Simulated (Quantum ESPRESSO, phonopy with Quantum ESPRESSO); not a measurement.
# SiC (P6_3mc): a volume series of phonon spectra, part 8 of 10

Aim: how the vibrations of SiC shift with volume, and the expansion that follows.

Quantum ESPRESSO 7.5; DFT LDA, scalar-relativistic, plane waves, GBRV ultrasoft pseudopotentials.

So far. Step 20 (Self-consistent run, V/V0 1.03): The run ends at a pressure of -6.43 GPa. Step 21 (Born charges and dielectric tensor): The Born charges sum to zero within 0.0037 e; the rest is removed before use. Acoustic frequencies in this log differ from zero by the error of the sum rule, which ph.x does not impose.

**23. Phonons, V/V0 1.03**

This step: DFT LDA, scalar-relativistic, plane waves, GBRV ultrasoft pseudopotentials (phonopy with Quantum ESPRESSO 4.10.0 / 7.5).

The job ended after 8 min (8 threads of Arm Neoverse V2, shared host).

No mode is imaginary beyond numerical noise along the path. The highest zone-centre mode (no LO–TO term) moved by -3.3 % for a volume change of +3.0 %.

The time given is that of the 4 pw.x runs on displaced cells behind this step.

**24. Relaxing at fixed volume, V/V0 0.97**

The volume is fixed at the new value while shape and atoms relax, so that only the volume differs between members of the series.

This step: DFT LDA, scalar-relativistic, plane waves, GBRV ultrasoft pseudopotentials (Quantum ESPRESSO 7.5).

System of this step: SiC. It takes space group P6_3mc (No. 186, hexagonal). The conventional cell has a = 3.025 Å, b = 3.025 Å, c = 4.965 Å, α = 90.00°, β = 90.00°, γ = 120.00°. Nearest to Si lie 4 C at 1.85 to 1.87 Å. C has 4 Si at 1.85 to 1.87 Å nearest. Farther neighbours are not listed.

relax.in

```
 &control
    calculation='vc-relax',
    prefix='x',
    outdir='./tmp',
    pseudo_dir='./pseudo',
    tprnfor=.true.,
    tstress=.true.,
    forc_conv_thr=2.0d-05,
    etot_conv_thr=1.0d-07,
    nstep=40,
 /
 &system
    ibrav=0,
    nat=4,
    ntyp=2,
    ecutwfc=45.0,
    ecutrho=270.0,
    occupations='fixed',
    nbnd=10,
 /
 &electrons
    conv_thr=1.0d-11,
    mixing_beta=0.7,
    electron_maxstep=100,
 /
 &ions
 /
 &cell
    press_conv_thr=0.1,
    cell_dofree='shape',
 /
ATOMIC_SPECIES
 Si     28.0850  Si.upf
 C      12.0110  C.upf
CELL_PARAMETERS angstrom
     3.024987980    0.000000000    0.000000000
    -1.512493990    2.619716437    0.000000000
     0.000000000    0.000000000    4.964562614
ATOMIC_POSITIONS crystal
 Si     0.333333333   0.666666667   0.004600052
 Si     0.666666667   0.333333333   0.504600052
 C      0.333333333   0.666666667   0.380399948
 C      0.666666667   0.333333333   0.880399948
K_POINTS automatic
 12 12 6 0 0 0
```

Started as:

```console
OMP_NUM_THREADS=1 mpirun -n 8 pw.x -nk 8 -in relax.in > relax.out
```

The program printed:

```text
[banner, memory and clock lines left out]
Program PWSCF v.7.5

     Message from routine setup:
     using ibrav=0 with symmetry is DISCOURAGED, use correct ibrav instead

     G-vector sticks info

     bravais-lattice index     =            0
     lattice parameter (alat)  =       5.7164  a.u.
     unit-cell volume          =     265.4945 (a.u.)^3
     number of atoms/cell      =            4
     number of atomic types    =            2
     number of electrons       =        16.00
[...]
atom    4 type  2   force =    -0.00000000   -0.00000000    0.00001244

     Total force =     0.000025     Total SCF correction =     0.000000

     Computing stress (Cartesian axis) and pressure

          total   stress  (Ry/bohr**3)                   (kbar)     P=       74.12
[...]
0.00000000   0.00050396  -0.00000000            0.00       74.14       -0.00
  -0.00000000  -0.00000000   0.00050373           -0.00       -0.00       74.10

     XML data file, charge density, pseudopotentials, collected wavefunctions
[key lines of the parts left out:]
!    total energy              =     -42.39826032 Ry
convergence has been achieved in  13 iterations
```

Run time: 10 s. Hardware: 8 MPI ranks; 79 s of CPU time.

Little changed from the start: no atom moved by 0.005 Å and no cell edge by 0.1 %.

After the last step pw.x solved the final cell once more on a basis chosen for it, which moves the energy without moving the atoms.

**25. Self-consistent run, V/V0 0.97**

A tight ground state at this cell gives the energy of this member; its pressure is the stress at this cutoff, which can carry an offset from the finite basis.

scf.in

```
 &control
    calculation='scf',
    prefix='x',
    outdir='./tmp',
    pseudo_dir='./pseudo',
    tprnfor=.true.,
    tstress=.true.,
 /
 &system
    ibrav=0,
    nat=4,
    ntyp=2,
    ecutwfc=45.0,
    ecutrho=270.0,
    occupations='fixed',
    nbnd=10,
 /
 &electrons
    conv_thr=1.0d-12,
    mixing_beta=0.7,
    electron_maxstep=100,
 /
ATOMIC_SPECIES
 Si     28.0850  Si.upf
 C      12.0110  C.upf
CELL_PARAMETERS angstrom
     3.025228246    0.000000000    0.000000000
    -1.512614123    2.619924514    0.000000000
     0.000000000    0.000000000    4.963774065
ATOMIC_POSITIONS crystal
 Si     0.333333333   0.666666667   0.004614307
 Si     0.666666667   0.333333333   0.504614307
 C      0.333333333   0.666666667   0.380385693
 C      0.666666667   0.333333333   0.880385693
K_POINTS automatic
 12 12 6 0 0 0
```

Started as:

```console
OMP_NUM_THREADS=1 mpirun -n 8 pw.x -nk 8 -in scf.in > scf.out
```

The program printed:

```text
[banner, memory and clock lines left out]
Program PWSCF v.7.5

     Message from routine setup:
     using ibrav=0 with symmetry is DISCOURAGED, use correct ibrav instead

     G-vector sticks info

     bravais-lattice index     =            0
     lattice parameter (alat)  =       5.7169  a.u.
     unit-cell volume          =     265.4945 (a.u.)^3
     number of atoms/cell      =            4
     number of atomic types    =            2
     number of electrons       =        16.00
[...]
atom    4 type  2   force =    -0.00000000    0.00000000    0.00001244

     Total force =     0.000025     Total SCF correction =     0.000000

     Computing stress (Cartesian axis) and pressure

          total   stress  (Ry/bohr**3)                   (kbar)     P=       74.12
   0.00050396  -0.00000000   0.00000000           74.14       -0.00        0.00
  -0.00000000   0.00050396   0.00000000           -0.00       74.14        0.00
   0.00000000   0.00000000   0.00050373            0.00        0.00       74.10

     XML data file, charge density, pseudopotentials, collected wavefunctions
[key lines of the parts left out:]
!    total energy              =     -42.39826032 Ry
convergence has been achieved in  11 iterations
```

Wall time 3.7 s (8 MPI ranks).

The run ends at a pressure of 7.41 GPa, with forces up to 3.2e-4 eV/Å.

**26. Born charges and dielectric tensor**

In a polar crystal the Born charges and ε∞ give the long-range dipole term that a finite supercell misses. They are those of this k-mesh and were not tested on a denser one; where the gap is small they converge slowly, and the LO modes with them.

ph.in

```
phonons
 &inputph
    prefix='x',
    outdir='./tmp',
    fildyn='x.dyn',
    tr2_ph=1.0d-18,
    epsil=.true.,
 /
0.000000000 0.000000000 0.000000000
```

scf.in is that of step 25.

Started as:

```console
OMP_NUM_THREADS=1 mpirun -n 8 ph.x -nk 8 -in ph.in > ph.out
```

The program printed:

```text
[banner, memory and clock lines left out]
Program PHONON v.7.5

     ./tmp/x.save/

     IMPORTANT: XC functional enforced from input :
     Exchange-correlation= PZ
                           (   1   1   0   0   0   0   0)
     Any further DFT definition will be discarded
     Please, verify this is what you really want

     G-vector sticks info

     Reading collected, re-writing distributed wavefunctions in ./tmp/

     Number and degeneracy of irreps per q-point
       N         xq(1)         xq(2)         xq(3)   N irreps
[...]
**************************************************************************

     Mode symmetry, C_6v (6mm)  point group:

     freq (   1-   1) =         -7.9  [cm-1]   --> A_1             I+R
     freq (   2-   3) =         -7.1  [cm-1]   --> E_1             I+R
     freq (   4-   5) =        256.7  [cm-1]   --> E_2             R
     freq (   6-   6) =        616.0  [cm-1]   --> B_1
     freq (   7-   7) =        799.4  [cm-1]   --> A_1             I+R
     freq (   8-   9) =        800.1  [cm-1]   --> E_2             R
     freq (  10-  11) =        830.0  [cm-1]   --> E_1             I+R
     freq (  12-  12) =        871.7  [cm-1]   --> B_1
```

The job ended after 82 s (8 MPI ranks; 11 min of CPU time).

ε∞:

```
6.82 0.00 0.00
0.00 6.82 0.00
0.00 0.00 7.17
```

The Born charges sum to zero within 0.0037 e; the rest is removed before use. Acoustic frequencies in this log differ from zero by the error of the sum rule, which ph.x does not impose.

**27. A displaced supercell**

One atom (for the harmonic constants) or a pair of atoms (for the cubic ones) is moved by a few hundredths of an ångström; the forces on all atoms give a column of force constants. The threshold is tight because the forces are small.

System of this step: SiC. The cell holds 32 atoms: 16 Si and 16 C. Its edges and angles: a = 6.050 Å, b = 6.050 Å, c = 9.928 Å, α = 90.0°, β = 90.0°, γ = 120.0°. It derives from SiC, repeated 2×2×2.

disp-00001.in

```
 &control
    calculation='scf',
    prefix='x',
    outdir='./tmp',
    pseudo_dir='./pseudo',
    tprnfor=.true.,
    disk_io='none',
 /
 &system
    ibrav=0,
    nat=32,
    ntyp=2,
    ecutwfc=45.0,
    ecutrho=270.0,
    occupations='fixed',
    nbnd=66,
 /
 &electrons
    conv_thr=1.0d-11,
    mixing_beta=0.7,
    electron_maxstep=100,
 /
ATOMIC_SPECIES
 Si     28.0850  Si.upf
 C      12.0110  C.upf
CELL_PARAMETERS angstrom
     6.050456493    0.000000000    0.000000000
    -3.025228246    5.239849027    0.000000000
     0.000000000    0.000000000    9.927548130
ATOMIC_POSITIONS crystal
 Si     0.168386947   0.333333333   0.004027434
 Si     0.666666667   0.333333333   0.002307154
 Si     0.166666667   0.833333333   0.002307154
 Si     0.666666667   0.833333333   0.002307154
 Si     0.166666667   0.333333333   0.502307154
 Si     0.666666667   0.333333333   0.502307154
 Si     0.166666667   0.833333333   0.502307154
 Si     0.666666667   0.833333333   0.502307154
 Si     0.333333333   0.166666667   0.252307154
 Si     0.833333333   0.166666667   0.252307154
 Si     0.333333333   0.666666667   0.252307154
 Si     0.833333333   0.666666667   0.252307154
 Si     0.333333333   0.166666667   0.752307154
 Si     0.833333333   0.166666667   0.752307154
 Si     0.333333333   0.666666667   0.752307154
 Si     0.833333333   0.666666667   0.752307154
 C      0.166666667   0.333333333   0.190192846
 C      0.666666667   0.333333333   0.190192846
 C      0.166666667   0.833333333   0.190192846
 C      0.666666667   0.833333333   0.190192846
 C      0.166666667   0.333333333   0.690192846
 C      0.666666667   0.333333333   0.690192846
 C      0.166666667   0.833333333   0.690192846
 C      0.666666667   0.833333333   0.690192846
 C      0.333333333   0.166666667   0.440192846
 C      0.833333333   0.166666667   0.440192846
 C      0.333333333   0.666666667   0.440192846
 C      0.833333333   0.666666667   0.440192846
 C      0.333333333   0.166666667   0.940192846
 C      0.833333333   0.166666667   0.940192846
 C      0.333333333   0.666666667   0.940192846
 C      0.833333333   0.666666667   0.940192846
K_POINTS automatic
 4 4 2 0 0 0
```

Started as:

```console
OMP_NUM_THREADS=1 mpirun -n 2 pw.x -nk 2 -in disp-00001.in > disp-00001.out
```

The program printed:

```text
[banner, memory and clock lines left out]
Program PWSCF v.7.5

     G-vector sticks info

     bravais-lattice index     =            0
     lattice parameter (alat)  =      11.4337  a.u.
     unit-cell volume          =    2123.9560 (a.u.)^3
     number of atoms/cell      =           32
     number of atomic types    =            2
     number of electrons       =       128.00
     number of Kohn-Sham states=           66
     kinetic-energy cutoff     =      45.0000  Ry
[...]
atom    1 type  1   force =    -0.01115318    0.00011828   -0.01851594
     atom    2 type  1   force =     0.00229555   -0.00070696   -0.00128468
     atom    3 type  1   force =     0.00071641   -0.00091109   -0.00091201
[...]
atom   31 type  2   force =     0.00089219   -0.00222539    0.00276441
     atom   32 type  2   force =    -0.00011190    0.00000075    0.00039545

     Total force =     0.025123     Total SCF correction =     0.000005
     Message from routine punch:
     Nothing written, as per user request (disk_io='none')
[key lines of the parts left out:]
!    total energy              =    -339.18526127 Ry
convergence has been achieved in  17 iterations
```

Wall time 7 min (2 MPI ranks); 14 min of CPU time.

**28. Phonons, V/V0 0.97**

This step: DFT LDA, scalar-relativistic, plane waves, GBRV ultrasoft pseudopotentials (phonopy with Quantum ESPRESSO 4.10.0 / 7.5).

The job ended after 7.2 min (8 threads; 57 min of CPU time).

Phonopy, LO-TO term from ph.x's tensors. The phonon branches at the labelled points (cm⁻¹):

| point | branch 1 | branch 2 | branch 3 | branch 4 | branch 9 | branch 10 | branch 11 | branch 12 |
| --- | --- | --- | --- | --- | --- | --- | --- | --- |
| Γ | -1 | 0 | 1 | 256 | 800 | 830 | 872 | 1006 |
| halfway | 177 | 214 | 316 | 352 | 808 | 822 | 867 | 967 |
| M | 257 | 346 | 362 | 445 | 811 | 820 | 882 | 893 |
| halfway | 331 | 359 | 406 | 444 | 830 | 831 | 872 | 880 |
| K | 392 | 392 | 416 | 488 | 852 | 854 | 854 | 854 |
| halfway | 232 | 243 | 358 | 381 | 811 | 827 | 867 | 950 |
| Γ | -1 | 0 | 1 | 256 | 800 | 830 | 872 | 1006 |
| halfway | 109 | 109 | 221 | 242 | 825 | 825 | 900 | 984 |
| A | 194 | 194 | 194 | 194 | 814 | 814 | 948 | 948 |
| halfway | 266 | 266 | 315 | 315 | 816 | 816 | 918 | 918 |
| L | 323 | 323 | 324 | 324 | 821 | 821 | 868 | 868 |
| halfway | 297 | 297 | 407 | 407 | 820 | 820 | 856 | 856 |
| H | 290 | 290 | 477 | 477 | 825 | 825 | 843 | 843 |
| halfway | 302 | 302 | 318 | 318 | 816 | 816 | 907 | 907 |
| A | 194 | 194 | 194 | 194 | 814 | 814 | 948 | 948 |
| jump to L | 323 | 323 | 324 | 324 | 821 | 821 | 868 | 868 |
| halfway | 280 | 324 | 354 | 385 | 809 | 822 | 874 | 884 |
| M | 257 | 346 | 362 | 445 | 811 | 820 | 882 | 893 |
| jump to H | 290 | 290 | 477 | 477 | 825 | 825 | 843 | 843 |
| halfway | 335 | 335 | 439 | 490 | 844 | 844 | 847 | 849 |
| K | 392 | 392 | 416 | 488 | 852 | 854 | 854 | 854 |

No mode is imaginary beyond numerical noise along the path. The highest zone-centre mode (no LO–TO term) moved by +3.6 % for a volume change of -3.0 %.

The time given is that of the 4 pw.x runs on displaced cells behind this step.

**29. Relaxing at fixed volume, V/V0 1.045**

Each volume of the series is relaxed in shape and positions, since modes respond to internal strain as well.

This step: DFT LDA, scalar-relativistic, plane waves, GBRV ultrasoft pseudopotentials (Quantum ESPRESSO 7.5).

System of this step: SiC. It takes space group P6_3mc (No. 186, hexagonal). Conventional cell: a = 3.101 Å, b = 3.101 Å, c = 5.089 Å, α = 90.00°, β = 90.00°, γ = 120.00°. Nearest to Si lie 4 C at 1.90 to 1.91 Å. Nearest to C lie 4 Si at 1.90 to 1.91 Å. Farther neighbours are not listed.

relax.in, as its differences from that of step 24:

```diff
@@ -35,5 +35,5 @@
 CELL_PARAMETERS angstrom
-     3.024987980    0.000000000    0.000000000
-    -1.512493990    2.619716437    0.000000000
-     0.000000000    0.000000000    4.964562614
+     3.101024319    0.000000000    0.000000000
+    -1.550512159    2.685565838    0.000000000
+     0.000000000    0.000000000    5.089352254
 ATOMIC_POSITIONS crystal
```

Started as:

```console
OMP_NUM_THREADS=1 mpirun -n 8 pw.x -nk 8 -in relax.in > relax.out
```

The program printed:

```text
[banner, memory and clock lines left out]
Program PWSCF v.7.5

     Message from routine setup:
     using ibrav=0 with symmetry is DISCOURAGED, use correct ibrav instead

     G-vector sticks info

     bravais-lattice index     =            0
     lattice parameter (alat)  =       5.8601  a.u.
     unit-cell volume          =     286.0224 (a.u.)^3
     number of atoms/cell      =            4
     number of atomic types    =            2
     number of electrons       =        16.00
[...]
atom    4 type  2   force =     0.00000000    0.00000000   -0.00000151

     Total force =     0.000003     Total SCF correction =     0.000000

     Computing stress (Cartesian axis) and pressure

          total   stress  (Ry/bohr**3)                   (kbar)     P=      -93.06
[...]
0.00000000  -0.00063265  -0.00000000            0.00      -93.07       -0.00
  -0.00000000  -0.00000000  -0.00063259           -0.00       -0.00      -93.06

     XML data file, charge density, pseudopotentials, collected wavefunctions
[key lines of the parts left out:]
!    total energy              =     -42.39641842 Ry
convergence has been achieved in  16 iterations
```

Wall time 11 s (8 MPI ranks).

After the last step pw.x solved the final cell once more on a basis chosen for it, which moves the energy without moving the atoms.

**30. Ground state at this cell, V/V0 1.045**

A tight ground state at this cell gives the energy of this member; its pressure is the stress at this cutoff, which can carry an offset from the finite basis.

scf.in

```
 &control
    calculation='scf',
    prefix='x',
    outdir='./tmp',
    pseudo_dir='./pseudo',
    tprnfor=.true.,
    tstress=.true.,
 /
 &system
    ibrav=0,
    nat=4,
    ntyp=2,
    ecutwfc=45.0,
    ecutrho=270.0,
    occupations='fixed',
    nbnd=10,
 /
 &electrons
    conv_thr=1.0d-12,
    mixing_beta=0.7,
    electron_maxstep=100,
 /
ATOMIC_SPECIES
 Si     28.0850  Si.upf
 C      12.0110  C.upf
CELL_PARAMETERS angstrom
     3.100651646    0.000000000    0.000000000
    -1.550325822    2.685243094    0.000000000
     0.000000000    0.000000000    5.090575726
ATOMIC_POSITIONS crystal
 Si     0.333333333   0.666666667   0.004567922
 Si     0.666666667   0.333333333   0.504567922
 C      0.333333333   0.666666667   0.380432078
 C      0.666666667   0.333333333   0.880432078
K_POINTS automatic
 12 12 6 0 0 0
```

Started as:

```console
OMP_NUM_THREADS=1 mpirun -n 8 pw.x -nk 8 -in scf.in > scf.out
```

The program printed:

```text
[banner, memory and clock lines left out]
Program PWSCF v.7.5

     Message from routine setup:
     using ibrav=0 with symmetry is DISCOURAGED, use correct ibrav instead

     G-vector sticks info

     bravais-lattice index     =            0
     lattice parameter (alat)  =       5.8594  a.u.
     unit-cell volume          =     286.0224 (a.u.)^3
     number of atoms/cell      =            4
     number of atomic types    =            2
     number of electrons       =        16.00
[...]
atom    4 type  2   force =     0.00000000    0.00000000   -0.00000151

     Total force =     0.000003     Total SCF correction =     0.000000

     Computing stress (Cartesian axis) and pressure

          total   stress  (Ry/bohr**3)                   (kbar)     P=      -93.06
  -0.00063264   0.00000000   0.00000000          -93.07        0.00        0.00
   0.00000000  -0.00063264   0.00000000            0.00      -93.07        0.00
   0.00000000   0.00000000  -0.00063259            0.00        0.00      -93.06

     XML data file, charge density, pseudopotentials, collected wavefunctions
[key lines of the parts left out:]
!    total energy              =     -42.39641842 Ry
convergence has been achieved in  12 iterations
```

Elapsed: 4.1 s, on 8 MPI ranks; 32 s of CPU time.

The run ends at a pressure of -9.31 GPa.

**31. Born charges and dielectric tensor**

In a polar crystal the Born charges and ε∞ give the long-range dipole term that a finite supercell misses. They are those of this k-mesh and were not tested on a denser one; where the gap is small they converge slowly, and the LO modes with them.

ph.in is that of step 26.

scf.in is that of step 30.

Started as:

```console
OMP_NUM_THREADS=1 mpirun -n 8 ph.x -nk 8 -in ph.in > ph.out
```

The program printed:

```text
[banner, memory and clock lines left out]
Program PHONON v.7.5

     ./tmp/x.save/

     IMPORTANT: XC functional enforced from input :
     Exchange-correlation= PZ
                           (   1   1   0   0   0   0   0)
     Any further DFT definition will be discarded
     Please, verify this is what you really want

     G-vector sticks info

     Reading collected, re-writing distributed wavefunctions in ./tmp/

     Number and degeneracy of irreps per q-point
       N         xq(1)         xq(2)         xq(3)   N irreps
[...]
**************************************************************************

     Mode symmetry, C_6v (6mm)  point group:

     freq (   1-   2) =         -6.9  [cm-1]   --> E_1             I+R
     freq (   3-   3) =         -6.0  [cm-1]   --> A_1             I+R
     freq (   4-   5) =        259.1  [cm-1]   --> E_2             R
     freq (   6-   6) =        573.9  [cm-1]   --> B_1
     freq (   7-   8) =        724.3  [cm-1]   --> E_2             R
     freq (   9-   9) =        733.7  [cm-1]   --> A_1             I+R
     freq (  10-  11) =        762.7  [cm-1]   --> E_1             I+R
     freq (  12-  12) =        800.1  [cm-1]   --> B_1
```

The job ended after 83 s (8 MPI ranks).

ε∞:

```
7.01 0.00 0.00
0.00 7.01 0.00
0.00 0.00 7.36
```

The Born charges sum to zero within 0.0037 e; the rest is removed before use. Acoustic frequencies in this log differ from zero by the error of the sum rule, which ph.x does not impose.

(Continued in part 9 of 10.)

[Logs are printed without paths, hosts, clocks, repeated set-up lines and the standing remarks that a program may print on its own settings, such as how far it seeks lower states.]

[Hosts, paths, dates, database ids (printed as entryN), source tags and the programs' standing remarks are cut or masked in the printed files.]

[A step with changed settings may run another functional than the one named; its input shows which.]

[Of the runs on displaced cells, only some may be shown.]
